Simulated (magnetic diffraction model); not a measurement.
**Which magnetic order? LaCeNiOs**

Space group Amm2 (no. 38), a = 4.4350 Å, b = 3.8160 Å, c = 11.3290 Å.

| site | atom | x | y | z |
| --- | --- | --- | --- | --- |
| 2b | Os | 1/2 | 1/2 | 0.0856 |
| 2a | Ce | 0 | 0 | 0.1280 |
| 2b | La | 1/2 | 1/2 | 0.3584 |
| 2a | Ni | 0 | 0 | 0.4184 |

The compound is invented for this exercise: a known structure type with other elements, its cell scaled to their sizes and not relaxed.

Only Ce is taken to order (form factors of Ce3+); orders and moment sizes are assumed, and not adapted to the symmetry. Radiation: neutrons of λ = 2.0775 Å, 2° to 50°; isotropic B of 0.12 Å² (Os), 0.1 Å² (Ce), 0.1 Å² (La) and 0.15 Å² (Ni). Simulated constant-wavelength pattern: nuclear and magnetic terms add, the magnetic one as |2.695 fm × Σ f S⊥ exp(2πi Q·r) exp(−B s²)|², summed over all Q at one angle with the factor 1/(sin²θ cos θ). For a modulated order the moment at position r is S exp(−2πi k·r) + c.c., with S = m/2 for a sine wave of amplitude m and S = m(u + iv)/2 for moments turning in a plane, u and v being orthogonal unit vectors in it; the phase factor of the sum at Q = H + k is then exp(2πi H·r). Free-ion form factors, Sears's scattering lengths of 1992, no absorption; a label names one of the reflections at its angle. The strongest nuclear line in the range is 100, and lines under 0.2 are left out.

Above the ordering temperature:

```tsv
2θ (°)	index	I
21.13	(0 0 2)	18.4
27.09	(1 0 0)	2.1
33.38	(0 1 1)	20.0
34.61	(1 0 2)	5.7
43.03	(0 0 4)	32.6
43.51	(1 1 1)	100.0
45.53	(0 1 3)	13.0
```

Below it (cell unchanged):

| 2θ (°) | I |
| --- | --- |
| 8.96 | 19.9 |
| 17.97 | 4.9 |
| 21.13 | 18.4 |
| 22.99 | 3.4 |
| 27.09 | 2.1 |
| 27.87 | 2.8 |
| 33.38 | 20.0 |
| 34.61 | 5.7 |
| 34.63 | 2.6 |
| 36.39 | 1.1 |
| 38.17 | 2.4 |
| 42.46 | 1.4 |
| 43.03 | 32.6 |
| 43.51 | 100.0 |
| 44.05 | 0.8 |
| 45.53 | 13.0 |
| 45.95 | 0.7 |
| 46.51 | 1.3 |
| 46.98 | 0.7 |
| 49.33 | 1.3 |

**Question.** Find the propagation vector, then choose among these models:
A. a sine wave with moments along [001] (amplitudes given), 2.1 μB on Ce
B. moments turning in the plane of [100] and [010], 2.1 μB on Ce
C. moments turning in the plane of [010] and [001], 2.1 μB on Ce
D. a sine wave with moments along [010] (amplitudes given), 2.1 μB on Ce

The new lines index as (1/3 0 0) at 8.96°, (2/3 0 0) at 17.97°, (1/3 0 2) at 22.99° and (2/3 0 2) at 27.87°, that is as H ± k with k = (1/3 0 0). Satellites come in pairs about each point of the reciprocal lattice.

Magnetic intensity, observed (below minus above) and for each model:

| 2θ (°) | index | observed | A | B | C | D |
| --- | --- | --- | --- | --- | --- | --- |
| 8.96 | (1/3 0 0) | 19.9 | 10.0 | 10.0 | 19.9 | 10.0 |
| 17.97 | (2/3 0 0) | 4.9 | 2.4 | 2.4 | 4.9 | 2.4 |
| 22.99 | (1/3 0 2) | 3.4 | 0.5 | 5.4 | 3.4 | 2.9 |
| 27.87 | (2/3 0 2) | 2.8 | 0.8 | 3.1 | 2.8 | 1.9 |
| 34.63 | (1/3 1 1) | 2.6 | 2.2 | 2.7 | 2.6 | 0.4 |
| 38.17 | (2/3 1 1) | 2.4 | 1.8 | 2.1 | 2.4 | 0.6 |
| 44.05 | (1/3 0 4) | 0.8 | <0.2 | 1.4 | 0.8 | 0.7 |
| 46.51 | (1/3 1 3) | 1.3 | 0.7 | 1.9 | 1.3 | 0.7 |

Model C matches.

The structure used: k = (1/3 0 0), moments turning in the plane of [010] and [001], 2.1 μB on Ce.

[Logs are printed without paths, hosts, clocks, repeated set-up lines and the standing remarks that a program may print on its own settings, such as how far it seeks lower states.]
